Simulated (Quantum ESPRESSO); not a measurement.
# Ti(0001), 4 layers: solver and mixing choices, part 2 of 4

Aim: which eigensolver and mixing brings Ti(0001), 4 layers to self-consistency fastest, and whether the result stays the same.

Quantum ESPRESSO 7.5; plane-wave DFT, PBE, GBRV ultrasoft pseudopotentials.

So far. Step 2 (Ground state: david, local-TF mixing, beta 0.4, history …): Inside the slab this potential holds the local part of the pseudopotentials, which can be repulsive at the nuclei; only its value in the vacuum has a meaning of its own.

**3. SCF with pw.x: david, plain mixing, beta 0.4, history 8**

File c1.in:

```
&control
  prefix = 'c1'
  outdir = './out'
  pseudo_dir = './pseudo'
  calculation = 'scf'
  tprnfor = .true.
/
&system
  ibrav = 0
  nat = 4
  ntyp = 1
  ecutwfc = 40
  ecutrho = 200
  occupations = 'smearing'
  smearing = 'mv'
  degauss = 0.02
  assume_isolated = 'esm'
  esm_bc = 'bc1'
/
&electrons
  conv_thr = 1e-07
  mixing_beta = 0.4
  electron_maxstep = 80
  mixing_mode = 'plain'
  diagonalization = 'david'
  mixing_ndim = 8
/
ATOMIC_SPECIES
  Ti  47.8670  ti_pbe_v1.4.uspp.F.UPF
CELL_PARAMETERS angstrom
  2.95000000000000 0.00000000000000 0.00000000000000
  1.47500000000000 2.55477494116409 0.00000000000000
  0.00000000000000 0.00000000000000 23.02690000000000
ATOMIC_POSITIONS crystal
  Ti  0.666666666700 0.666666666700 -0.152580243107
  Ti  0.000000000000 0.000000000000 -0.050860081036
  Ti  0.666666666700 0.666666666700 0.050860081036
  Ti  0.000000000000 0.000000000000 0.152580243107
K_POINTS automatic
  12 12 1 0 0 0
```

On the command line:

```
$ OMP_NUM_THREADS=1 mpirun -n 4 pw.x -nk 4 -in c1.in > c1.out
```

The program printed:

```text
[banner, memory and clock lines left out]
Program PWSCF v.7.5 starts
[...]
Message from routine setup:
[...]
number of electrons       =        48.00
     number of Kohn-Sham states=           29
     kinetic-energy cutoff     =      40.0000  Ry
     charge density cutoff     =     200.0000  Ry
[...]
number of k points=    19  Marzari-Vanderbilt smearing, width (Ry)=  0.0200
[...]
Dense  grid:    56127 G-vectors     FFT dimensions: (  27,  27, 200)
[...]
negative rho (up, down):  1.098E-02 0.000E+00
     Starting wfcs are   40 randomized atomic wfcs
[...]
negative rho (up, down):  1.037E-02 0.000E+00
[...]
estimated scf accuracy    <       1.92834291 Ry
[...]
negative rho (up, down):  9.925E-03 0.000E+00
[...]
estimated scf accuracy    <      31.74660890 Ry
[...]
negative rho (up, down):  8.421E-03 0.000E+00
[...]
estimated scf accuracy    <       1.51889385 Ry
[...]
negative rho (up, down):  7.952E-03 0.000E+00
[...]
estimated scf accuracy    <       0.30242167 Ry
[...]
negative rho (up, down):  7.882E-03 0.000E+00
[...]
estimated scf accuracy    <       0.40620601 Ry
[...]
negative rho (up, down):  7.860E-03 0.000E+00
[...]
estimated scf accuracy    <       0.03349857 Ry
[...]
negative rho (up, down):  7.857E-03 0.000E+00
[...]
estimated scf accuracy    <       0.16419002 Ry
[...]
negative rho (up, down):  7.845E-03 0.000E+00
[...]
estimated scf accuracy    <       0.17039799 Ry
[...]
negative rho (up, down):  7.896E-03 0.000E+00
[...]
estimated scf accuracy    <       0.13776594 Ry
[...]
negative rho (up, down):  7.705E-03 0.000E+00
[...]
estimated scf accuracy    <       0.21162190 Ry
[...]
negative rho (up, down):  7.703E-03 0.000E+00
[...]
estimated scf accuracy    <       0.07466855 Ry
[...]
negative rho (up, down):  7.527E-03 0.000E+00
[...]
estimated scf accuracy    <       1.81758598 Ry
[...]
negative rho (up, down):  7.435E-03 0.000E+00
[...]
estimated scf accuracy    <       1.45066586 Ry
[...]
negative rho (up, down):  7.351E-03 0.000E+00
[...]
estimated scf accuracy    <       0.54601703 Ry
[...]
negative rho (up, down):  7.358E-03 0.000E+00
[...]
estimated scf accuracy    <       0.38764796 Ry
[...]
negative rho (up, down):  7.364E-03 0.000E+00
[...]
estimated scf accuracy    <       0.20553396 Ry
[...]
negative rho (up, down):  7.319E-03 0.000E+00
[...]
estimated scf accuracy    <       0.14358607 Ry
[...]
negative rho (up, down):  7.308E-03 0.000E+00
[...]
estimated scf accuracy    <       0.08880379 Ry
[...]
negative rho (up, down):  7.337E-03 0.000E+00
[...]
estimated scf accuracy    <       0.10522540 Ry
[...]
negative rho (up, down):  7.252E-03 0.000E+00
[...]
estimated scf accuracy    <       0.10967932 Ry
[...]
negative rho (up, down):  7.374E-03 0.000E+00
[...]
estimated scf accuracy    <       0.07396679 Ry
[...]
negative rho (up, down):  7.426E-03 0.000E+00
[...]
estimated scf accuracy    <       0.01711229 Ry
[...]
negative rho (up, down):  7.235E-03 0.000E+00
[...]
estimated scf accuracy    <       0.06103410 Ry
[...]
negative rho (up, down):  7.197E-03 0.000E+00
[...]
estimated scf accuracy    <       0.01056294 Ry
[...]
negative rho (up, down):  7.182E-03 0.000E+00
[...]
estimated scf accuracy    <       0.00427869 Ry
[...]
negative rho (up, down):  7.196E-03 0.000E+00
[...]
estimated scf accuracy    <       0.00045914 Ry
[...]
negative rho (up, down):  7.199E-03 0.000E+00
[...]
estimated scf accuracy    <       0.00100764 Ry
[...]
negative rho (up, down):  7.233E-03 0.000E+00
[...]
estimated scf accuracy    <       0.00086318 Ry
[...]
negative rho (up, down):  7.293E-03 0.000E+00
[...]
estimated scf accuracy    <       0.00146226 Ry
[...]
negative rho (up, down):  7.242E-03 0.000E+00
[...]
estimated scf accuracy    <       0.00567902 Ry
[...]
negative rho (up, down):  7.212E-03 0.000E+00
[...]
estimated scf accuracy    <       0.00249627 Ry
[...]
negative rho (up, down):  7.201E-03 0.000E+00
[...]
estimated scf accuracy    <       0.00134555 Ry
[...]
negative rho (up, down):  7.189E-03 0.000E+00
[...]
estimated scf accuracy    <       0.00120456 Ry
[...]
negative rho (up, down):  7.179E-03 0.000E+00
[...]
estimated scf accuracy    <       0.00042554 Ry
[...]
negative rho (up, down):  7.153E-03 0.000E+00
[...]
estimated scf accuracy    <       0.00018511 Ry
[...]
negative rho (up, down):  7.154E-03 0.000E+00
[...]
estimated scf accuracy    <       0.00005040 Ry
[...]
negative rho (up, down):  7.151E-03 0.000E+00
[...]
estimated scf accuracy    <       0.00001407 Ry
[...]
negative rho (up, down):  7.149E-03 0.000E+00
[...]
estimated scf accuracy    <       0.00000516 Ry
[...]
negative rho (up, down):  7.146E-03 0.000E+00
[...]
the Fermi energy is    -4.4330 ev
!    total energy              =    -476.85832452 Ry
     estimated scf accuracy    <       0.00000010 Ry
     smearing contrib. (-TS)   =      -0.00436864 Ry
     internal energy E=F+TS    =    -476.85395588 Ry
[...]
one-electron contribution =    6047.01121566 Ry
     hartree contribution      =   -3039.08843714 Ry
     xc contribution           =     -71.93545618 Ry
     ewald contribution        =   -3412.84127822 Ry
     convergence has been achieved in  39 iterations
     negative rho (up, down):  7.146E-03 0.000E+00
[...]
Total force =     0.049560     Total SCF correction =     0.000574
[...]
```

Run time: 35 s. Hardware: 4 MPI ranks of Intel Xeon 6975P-C (Granite Rapids), shared host; peak memory 0.43 GiB; 2.3 min of CPU time.

This step gave:

- Fermi energy: -4.433 eV
- vacuum line at the lower end of the cell, over the Fermi level: 4.433 eV
- vacuum line at the upper end of the cell, over the Fermi level: 4.433 eV

The program's own clock; routines nest. Time by routine:

```csv
routine,wall time (s),calls
PWSCF,34.19,1
electrons,32.01,1
c_bands,24.27,39
cegterg,19.36,195
h_psi,14.36,1260
vloc_psi,11.93,1260
fftw,11.83,35217
sum_band,4.6,39
init_run,1.95,1
calbec,1.67,1475
newd,1.43,40
v_of_rho,1.38,40
h_psi:calbec,1.25,1260
add_vuspsi,1.09,1260
```

Counted from each run's own zero (the Fermi level), the vacuum level differs from the first run's by +1 meV.

**4. Ground state: david, plain mixing, beta 0.7, history 8**

c2.in, as its differences from the input of step 3:

```diff
@@ -1,3 +1,3 @@
 &control
-  prefix = 'c1'
+  prefix = 'c2'
   outdir = './out'
@@ -21,3 +21,3 @@
   conv_thr = 1e-07
-  mixing_beta = 0.4
+  mixing_beta = 0.7
   electron_maxstep = 80
```

On the command line:

```
$ OMP_NUM_THREADS=1 mpirun -n 4 pw.x -nk 4 -in c2.in > c2.out
```

The program printed:

```text
[banner, memory and clock lines left out]
Program PWSCF v.7.5 starts
[...]
Message from routine setup:
[...]
number of electrons       =        48.00
     number of Kohn-Sham states=           29
     kinetic-energy cutoff     =      40.0000  Ry
     charge density cutoff     =     200.0000  Ry
[...]
number of k points=    19  Marzari-Vanderbilt smearing, width (Ry)=  0.0200
[...]
Dense  grid:    56127 G-vectors     FFT dimensions: (  27,  27, 200)
[...]
negative rho (up, down):  1.098E-02 0.000E+00
     Starting wfcs are   40 randomized atomic wfcs
[...]
negative rho (up, down):  9.957E-03 0.000E+00
[...]
estimated scf accuracy    <       1.92834291 Ry
[...]
negative rho (up, down):  9.263E-03 0.000E+00
[...]
estimated scf accuracy    <      60.59320845 Ry
[...]
negative rho (up, down):  6.901E-03 0.000E+00
[...]
estimated scf accuracy    <      24.53183691 Ry
[...]
negative rho (up, down):  6.840E-03 0.000E+00
[...]
estimated scf accuracy    <       0.21837468 Ry
[...]
negative rho (up, down):  6.727E-03 0.000E+00
[...]
estimated scf accuracy    <       0.54095596 Ry
[...]
negative rho (up, down):  6.758E-03 0.000E+00
[...]
estimated scf accuracy    <       0.35120097 Ry
[...]
negative rho (up, down):  7.039E-03 0.000E+00
[...]
estimated scf accuracy    <       0.17396038 Ry
[...]
negative rho (up, down):  7.212E-03 0.000E+00
[...]
estimated scf accuracy    <       0.00989711 Ry
[...]
negative rho (up, down):  7.241E-03 0.000E+00
[...]
estimated scf accuracy    <       0.01681387 Ry
[...]
negative rho (up, down):  7.204E-03 0.000E+00
[...]
estimated scf accuracy    <       0.01704065 Ry
[...]
negative rho (up, down):  7.196E-03 0.000E+00
[...]
estimated scf accuracy    <       0.01254083 Ry
[...]
negative rho (up, down):  7.170E-03 0.000E+00
[...]
estimated scf accuracy    <       0.00817312 Ry
[...]
negative rho (up, down):  7.145E-03 0.000E+00
[...]
estimated scf accuracy    <       0.00127140 Ry
[...]
negative rho (up, down):  7.141E-03 0.000E+00
[...]
estimated scf accuracy    <       0.00022942 Ry
[...]
negative rho (up, down):  7.140E-03 0.000E+00
[...]
estimated scf accuracy    <       0.00011340 Ry
[...]
negative rho (up, down):  7.142E-03 0.000E+00
[...]
estimated scf accuracy    <       0.00010620 Ry
[...]
negative rho (up, down):  7.145E-03 0.000E+00
[...]
estimated scf accuracy    <       0.00005096 Ry
[...]
negative rho (up, down):  7.146E-03 0.000E+00
[...]
estimated scf accuracy    <       0.00000174 Ry
[...]
negative rho (up, down):  7.146E-03 0.000E+00
[...]
estimated scf accuracy    <       0.00000065 Ry
[...]
negative rho (up, down):  7.147E-03 0.000E+00
[...]
estimated scf accuracy    <       0.00000054 Ry
[...]
negative rho (up, down):  7.145E-03 0.000E+00
[...]
the Fermi energy is    -4.4325 ev
!    total energy              =    -476.85832515 Ry
     estimated scf accuracy    <       0.00000007 Ry
     smearing contrib. (-TS)   =      -0.00436846 Ry
     internal energy E=F+TS    =    -476.85395669 Ry
[...]
one-electron contribution =    6047.00814894 Ry
     hartree contribution      =   -3039.08449144 Ry
     xc contribution           =     -71.93633596 Ry
     ewald contribution        =   -3412.84127822 Ry
     convergence has been achieved in  21 iterations
     negative rho (up, down):  7.145E-03 0.000E+00
[...]
Total force =     0.049104     Total SCF correction =     0.000880
[...]
```

Run time: 25 s. Hardware: 4 MPI ranks; peak memory 0.41 GiB; 1.7 min of CPU time.

This step gave:

```
vacuum line at the upper end of the cell, over the Fermi level : 4.432 eV
```

The program's own clock; routines nest. Time by routine:

```csv
routine,wall time (s),calls
PWSCF,24.68,1
electrons,22.5,1
c_bands,18.37,21
cegterg,14.64,106
h_psi,10.42,1171
vloc_psi,8.53,1171
fftw,8.26,24639
sum_band,2.49,21
init_run,1.94,1
calbec,1.23,1296
h_psi:calbec,0.98,1171
add_vuspsi,0.85,1171
s_psi,0.82,1171
v_of_rho,0.77,22
```

Counted from each run's own zero (the Fermi level), the vacuum level differs from the first run's by +0 meV.

**5. SCF with pw.x: david, TF mixing, beta 0.4, history 8**

c3.in, as its differences from the input of step 4:

```diff
@@ -1,3 +1,3 @@
 &control
-  prefix = 'c2'
+  prefix = 'c3'
   outdir = './out'
@@ -21,5 +21,5 @@
   conv_thr = 1e-07
-  mixing_beta = 0.7
+  mixing_beta = 0.4
   electron_maxstep = 80
-  mixing_mode = 'plain'
+  mixing_mode = 'TF'
   diagonalization = 'david'
```

On the command line:

```
$ OMP_NUM_THREADS=1 mpirun -n 4 pw.x -nk 4 -in c3.in > c3.out
```

The program printed:

```text
[banner, memory and clock lines left out]
Program PWSCF v.7.5 starts
[...]
Message from routine setup:
[...]
number of electrons       =        48.00
     number of Kohn-Sham states=           29
     kinetic-energy cutoff     =      40.0000  Ry
     charge density cutoff     =     200.0000  Ry
[...]
number of k points=    19  Marzari-Vanderbilt smearing, width (Ry)=  0.0200
[...]
Dense  grid:    56127 G-vectors     FFT dimensions: (  27,  27, 200)
[...]
negative rho (up, down):  1.098E-02 0.000E+00
     Starting wfcs are   40 randomized atomic wfcs
[...]
negative rho (up, down):  9.910E-03 0.000E+00
[...]
estimated scf accuracy    <       1.92834291 Ry
[...]
negative rho (up, down):  8.994E-03 0.000E+00
[...]
estimated scf accuracy    <       0.69373322 Ry
[...]
negative rho (up, down):  8.445E-03 0.000E+00
[...]
estimated scf accuracy    <       0.07588399 Ry
[...]
negative rho (up, down):  8.119E-03 0.000E+00
[...]
estimated scf accuracy    <       0.04202009 Ry
[...]
negative rho (up, down):  7.907E-03 0.000E+00
[...]
estimated scf accuracy    <       0.12793037 Ry
[...]
negative rho (up, down):  8.298E-03 0.000E+00
[...]
estimated scf accuracy    <       0.02705012 Ry
[...]
negative rho (up, down):  8.423E-03 0.000E+00
[...]
estimated scf accuracy    <       0.00350405 Ry
[...]
negative rho (up, down):  8.427E-03 0.000E+00
[...]
estimated scf accuracy    <       0.00634561 Ry
[...]
negative rho (up, down):  8.224E-03 0.000E+00
[...]
estimated scf accuracy    <       0.01621789 Ry
[...]
negative rho (up, down):  7.855E-03 0.000E+00
[...]
estimated scf accuracy    <       0.02542522 Ry
[...]
negative rho (up, down):  8.026E-03 0.000E+00
[...]
estimated scf accuracy    <       0.05984032 Ry
[...]
negative rho (up, down):  7.455E-03 0.000E+00
[...]
estimated scf accuracy    <       0.07430302 Ry
[...]
negative rho (up, down):  7.174E-03 0.000E+00
[...]
estimated scf accuracy    <       0.00000207 Ry
[...]
negative rho (up, down):  7.235E-03 0.000E+00
[...]
estimated scf accuracy    <       0.00000224 Ry
[...]
negative rho (up, down):  7.265E-03 0.000E+00
[...]
estimated scf accuracy    <       0.00000146 Ry
[...]
negative rho (up, down):  7.266E-03 0.000E+00
[...]
estimated scf accuracy    <       0.00000040 Ry
[...]
negative rho (up, down):  7.235E-03 0.000E+00
[...]
estimated scf accuracy    <       0.00000080 Ry
[...]
negative rho (up, down):  7.234E-03 0.000E+00
[...]
estimated scf accuracy    <       0.00000332 Ry
[...]
negative rho (up, down):  7.196E-03 0.000E+00
[...]
estimated scf accuracy    <       0.00000063 Ry
[...]
negative rho (up, down):  7.166E-03 0.000E+00
[...]
estimated scf accuracy    <       0.00000017 Ry
[...]
negative rho (up, down):  7.162E-03 0.000E+00
[...]
estimated scf accuracy    <       0.00000014 Ry
[...]
negative rho (up, down):  7.144E-03 0.000E+00
[...]
the Fermi energy is    -4.4335 ev
!    total energy              =    -476.85832530 Ry
     estimated scf accuracy    <       0.00000004 Ry
     smearing contrib. (-TS)   =      -0.00436858 Ry
     internal energy E=F+TS    =    -476.85395672 Ry
[...]
one-electron contribution =    6047.01548460 Ry
     hartree contribution      =   -3039.09213948 Ry
     xc contribution           =     -71.93602363 Ry
     ewald contribution        =   -3412.84127822 Ry
     convergence has been achieved in  49 iterations
     negative rho (up, down):  7.144E-03 0.000E+00
[...]
Total force =     0.049140     Total SCF correction =     0.000780
[...]
```

Run time: 48 s. Hardware: 4 MPI ranks; peak memory 0.47 GiB; 3.2 min of CPU time.

This step gave:

```
Fermi energy                                                   : -4.434 eV
vacuum line at the lower end of the cell, over the Fermi level : 4.434 eV
vacuum line at the upper end of the cell, over the Fermi level : 4.433 eV
```

The program's own clock; routines nest. Time by routine:

```csv
routine,wall time (s),calls
PWSCF,47.23,1
electrons,45.06,1
c_bands,35.47,49
cegterg,29.87,246
h_psi,21.19,2105
vloc_psi,17.41,2105
fftw,16.86,51335
sum_band,5.73,49
calbec,2.47,2370
h_psi:calbec,1.95,2105
init_run,1.94,1
v_of_rho,1.75,50
add_vuspsi,1.69,2105
newd,1.67,50
```

Counted from each run's own zero (the Fermi level), the vacuum level differs from the first run's by +1 meV.

**6. Ground state: david, local-TF mixing, beta 0.7, history 8**

c4.in, as its differences from the input of step 5:

```diff
@@ -1,3 +1,3 @@
 &control
-  prefix = 'c3'
+  prefix = 'c4'
   outdir = './out'
@@ -21,5 +21,5 @@
   conv_thr = 1e-07
-  mixing_beta = 0.4
+  mixing_beta = 0.7
   electron_maxstep = 80
-  mixing_mode = 'TF'
+  mixing_mode = 'local-TF'
   diagonalization = 'david'
```

On the command line:

```
$ OMP_NUM_THREADS=1 mpirun -n 4 pw.x -nk 4 -in c4.in > c4.out
```

The program printed:

```text
[banner, memory and clock lines left out]
Program PWSCF v.7.5 starts
[...]
Message from routine setup:
[...]
number of electrons       =        48.00
     number of Kohn-Sham states=           29
     kinetic-energy cutoff     =      40.0000  Ry
     charge density cutoff     =     200.0000  Ry
[...]
number of k points=    19  Marzari-Vanderbilt smearing, width (Ry)=  0.0200
[...]
Dense  grid:    56127 G-vectors     FFT dimensions: (  27,  27, 200)
[...]
negative rho (up, down):  1.098E-02 0.000E+00
     Starting wfcs are   40 randomized atomic wfcs
[...]
negative rho (up, down):  9.444E-03 0.000E+00
[...]
estimated scf accuracy    <       1.92834291 Ry
[...]
negative rho (up, down):  9.895E-03 0.000E+00
[...]
estimated scf accuracy    <       0.53276979 Ry
[...]
negative rho (up, down):  9.288E-03 0.000E+00
[...]
estimated scf accuracy    <       0.12827491 Ry
[...]
negative rho (up, down):  1.081E-02 0.000E+00
[...]
estimated scf accuracy    <       0.06073778 Ry
[...]
negative rho (up, down):  1.037E-02 0.000E+00
[...]
estimated scf accuracy    <       0.01041362 Ry
[...]
negative rho (up, down):  1.110E-02 0.000E+00
[...]
estimated scf accuracy    <       0.02163324 Ry
[...]
negative rho (up, down):  1.208E-02 0.000E+00
[...]
estimated scf accuracy    <       0.03682027 Ry
[...]
negative rho (up, down):  1.294E-02 0.000E+00
[...]
estimated scf accuracy    <       0.02955753 Ry
[...]
negative rho (up, down):  1.297E-02 0.000E+00
[...]
estimated scf accuracy    <       0.02062446 Ry
[...]
negative rho (up, down):  1.302E-02 0.000E+00
[...]
estimated scf accuracy    <       0.01680579 Ry
[...]
negative rho (up, down):  1.126E-02 0.000E+00
[...]
estimated scf accuracy    <       0.01117004 Ry
[...]
negative rho (up, down):  1.133E-02 0.000E+00
[...]
estimated scf accuracy    <       0.00860007 Ry
[...]
negative rho (up, down):  1.013E-02 0.000E+00
[...]
estimated scf accuracy    <       0.00696471 Ry
[...]
negative rho (up, down):  7.728E-03 0.000E+00
[...]
estimated scf accuracy    <       0.00321997 Ry
[...]
negative rho (up, down):  7.714E-03 0.000E+00
[...]
estimated scf accuracy    <       0.00271843 Ry
[...]
negative rho (up, down):  7.495E-03 0.000E+00
[...]
estimated scf accuracy    <       0.00164148 Ry
[...]
negative rho (up, down):  7.275E-03 0.000E+00
[...]
estimated scf accuracy    <       0.00014536 Ry
[...]
negative rho (up, down):  7.251E-03 0.000E+00
[...]
estimated scf accuracy    <       0.00009430 Ry
[...]
negative rho (up, down):  7.177E-03 0.000E+00
[...]
estimated scf accuracy    <       0.00009416 Ry
[...]
negative rho (up, down):  7.123E-03 0.000E+00
[...]
estimated scf accuracy    <       0.00000212 Ry
[...]
negative rho (up, down):  7.127E-03 0.000E+00
[...]
estimated scf accuracy    <       0.00000663 Ry
[...]
negative rho (up, down):  7.157E-03 0.000E+00
[...]
estimated scf accuracy    <       0.00000400 Ry
[...]
negative rho (up, down):  7.137E-03 0.000E+00
[...]
estimated scf accuracy    <       0.00000345 Ry
[...]
negative rho (up, down):  7.137E-03 0.000E+00
[...]
estimated scf accuracy    <       0.00000042 Ry
[...]
negative rho (up, down):  7.146E-03 0.000E+00
[...]
the Fermi energy is    -4.4336 ev
!    total energy              =    -476.85832526 Ry
     estimated scf accuracy    <       0.00000002 Ry
     smearing contrib. (-TS)   =      -0.00436872 Ry
     internal energy E=F+TS    =    -476.85395654 Ry
[...]
one-electron contribution =    6047.00783042 Ry
     hartree contribution      =   -3039.08483965 Ry
     xc contribution           =     -71.93566909 Ry
     ewald contribution        =   -3412.84127822 Ry
     convergence has been achieved in  25 iterations
     negative rho (up, down):  7.146E-03 0.000E+00
[...]
Total force =     0.049056     Total SCF correction =     0.000422
[...]
```

Run time: 30 s. Hardware: 4 MPI ranks; peak memory 0.51 GiB; 2 min of CPU time.

Numbers from this step:

| Property | Result |
| --- | --- |
| vacuum line at the upper end of the cell, over the Fermi level | 4.434 eV |

The program's own clock; routines nest. Time by routine:

```csv
routine,wall time (s),calls
PWSCF,29.78,1
electrons,27.53,1
c_bands,18.97,25
cegterg,15.47,125
h_psi,11.21,1154
vloc_psi,9.21,1154
fftw,8.96,26665
mix_rho,3.66,25
sum_band,3.02,25
ffts,2.11,3003
init_run,1.99,1
calbec,1.32,1299
h_psi:calbec,1.03,1154
newd,0.95,26
```

Counted from each run's own zero (the Fermi level), the vacuum level differs from the first run's by +1 meV.

(Continued in part 3 of 4.)

[Logs are printed without paths, hosts, clocks, repeated set-up lines and the standing remarks that a program may print on its own settings, such as how far it seeks lower states.]

[Hosts, paths, dates, database ids (printed as entryN), source tags and the programs' standing remarks are cut or masked in the printed files.]

[Maps of the electrostatic potential energy from Ansatz leave out the sawtooth potential of an applied field or a dipole correction, so their vacuum need not be flat; planar profiles and work functions include it.]
